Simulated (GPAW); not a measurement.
## A Pb chain with an O atom bridging one bond: converging a transmission: varying the width of the vacuum box, box 6 Å

GPAW 26.7.0; GPAW LCAO, PAW setups; Landauer transmission from Green's functions with principal layers (ASE), zero bias.

File run.py:

```python
import json
import numpy as np
from ase import Atoms
from ase.transport.calculators import TransportCalculator
from gpaw import GPAW, FermiDirac
from gpaw.lcao.tools import get_lcao_hamiltonian
from scipy.linalg import eigh

# The junction with lead layers at both ends, along the third cell vector
device = Atoms(
    ['Pb', 'Pb', 'Pb', 'Pb', 'Pb', 'O', 'Pb', 'Pb', 'Pb', 'Pb', 'Pb'],
    positions=[
        [3.00000, 3.00000, 1.45000],
        [3.00000, 3.00000, 4.35000],
        [3.00000, 3.00000, 7.25000],
        [3.00000, 3.00000, 10.15000],
        [3.00000, 3.00000, 13.05000],
        [4.19979, 3.00000, 14.60000],
        [3.00000, 3.00000, 16.15000],
        [3.00000, 3.00000, 19.05000],
        [3.00000, 3.00000, 21.95000],
        [3.00000, 3.00000, 24.85000],
        [3.00000, 3.00000, 27.75000]],
    cell=[[6.0, 0.0, 0.0], [0.0, 6.0, 0.0], [0.0, 0.0, 29.2]],
    pbc=True)

# One principal layer of the lead: the first 3 atoms of the device
lead = Atoms(
    ['Pb', 'Pb', 'Pb'],
    positions=[
        [3.00000, 3.00000, 1.45000],
        [3.00000, 3.00000, 4.35000],
        [3.00000, 3.00000, 7.25000]],
    cell=[[6.0, 0.0, 0.0], [0.0, 6.0, 0.0], [0.0, 0.0, 8.7]],
    pbc=True)

settings = dict(mode='lcao', basis='szp(dzp)', xc='LDA', h=0.18,
                occupations=FermiDirac(0.1), maxiter=250,
                mixer=dict(beta=0.1, nmaxold=8, weight=100.0),
                convergence=dict(density=0.0001))
energies = np.arange(-2, 2 + 1e-9, 0.05)
eta = 0.0001
n1, n2 = 1, 1
# k and -k transmit alike, so half of the mesh across the current serves
mesh = [(i, j) for i in range(n1) for j in range(n2) if (i, j) <= (-i % n1, -j % n2)]
weights = np.array([1 if (i, j) == (-i % n1, -j % n2) else 2 for i, j in mesh]) / (n1 * n2)

# [... helper functions left out ...]
fermi_lead = ground_state(lead, (1, 1, 13), 'lead.txt')
fermi_device = ground_state(device, (1, 1, 3), 'device.txt')
# [... loop over the mesh left out, but for ...]
        # Shift the lead onto the potential of the device's first layer
        shift = ((H[:, 0, 0] - H0[:, 0, 0]) / S0[0, 0]).real.mean()
# [...]
kT = 8.617333e-5 * 500
bias = [0.1, 0.2, 0.5, 1.0, 1.5, 2.0]
# [... integrals and printing left out ...]
```

Launch:

```bash
> OMP_NUM_THREADS=1 OPENBLAS_NUM_THREADS=2 python run.py
```

Q: Predict the conductance; and open channels, zone mean against energy.

Each channel passes at most one electron wave, so a value between whole numbers means that at least one channel is partly reflected. Current over bias at the lowest bias computed gives the conductance there: 85.1 μS, or 1.10 G₀ with G₀ = 2e²/h = 77.5 μS.

Numbers from this step:

* conductance: 1.099 G₀
* largest misfit of the first principal layer: 0.03922 eV
* shift that aligns the lead: -0.02225 eV
* transmission at the Fermi level (one spin): 1.103

One spin. The transmission, zone mean by energy, zero at the Fermi level:

energy (eV), transmission, zone mean and a bar:
```
   -2.000       0.01 
   -1.800       0.01 
   -1.600       0.01 
   -1.400       0.00 
   -1.200       0.00 
   -1.000       0.00 
   -0.800       0.05 #
   -0.600       0.69 ##################
   -0.400       0.99 ##########################
   -0.200       1.10 ############################
    0.000       1.10 #############################
    0.200       1.06 ###########################
    0.400       1.03 ###########################
    0.600       1.03 ###########################
    0.800       1.03 ###########################
    1.000       1.03 ###########################
    1.200       1.03 ###########################
    1.400       1.05 ###########################
    1.600       1.08 ############################
    1.800       1.12 #############################
    2.000       1.16 ##############################
```

Crossings of the lead's bands, unfolded to its shortest repeat. The open channels, zone mean by energy, zero at the Fermi level:

```csv
energy (eV),"open channels, zone mean"
-2.00,1
-1.90,1
-1.80,1
-1.70,1
-1.55,1
-1.45,1
-1.35,1
-1.25,1
-1.15,1
-1.05,1
-0.90,1
-0.80,1
-0.70,1
-0.60,3
-0.50,3
-0.40,3
-0.25,3
-0.15,3
-0.05,3
0.00,3
0.05,3
0.15,3
0.25,3
0.40,3
0.50,3
0.60,3
0.70,3
0.80,3
0.90,3
1.05,3
1.15,3
1.25,3
1.35,3
1.45,3
1.55,3
1.70,3
1.80,3
1.90,3
2.00,3
```

Not self-consistent under bias; the bias window is split evenly. Table of current through one cell, from the zero-bias transmission by bias:

| bias (V) | current through one cell, from the zero-bias transmission (μA) |
| --- | --- |
| 0.100 | 8.51 |
| 0.200 | 17.0 |
| 0.500 | 42.1 |
| 1.000 | 81.3 |
| 1.500 | 111 |
| 2.000 | 132 |

[Logs are printed without paths, hosts, clocks, repeated set-up lines and the standing remarks that a program may print on its own settings, such as how far it seeks lower states.]

[Hosts, paths, dates, database ids (printed as entryN), source tags and the programs' standing remarks are cut or masked in the printed files.]
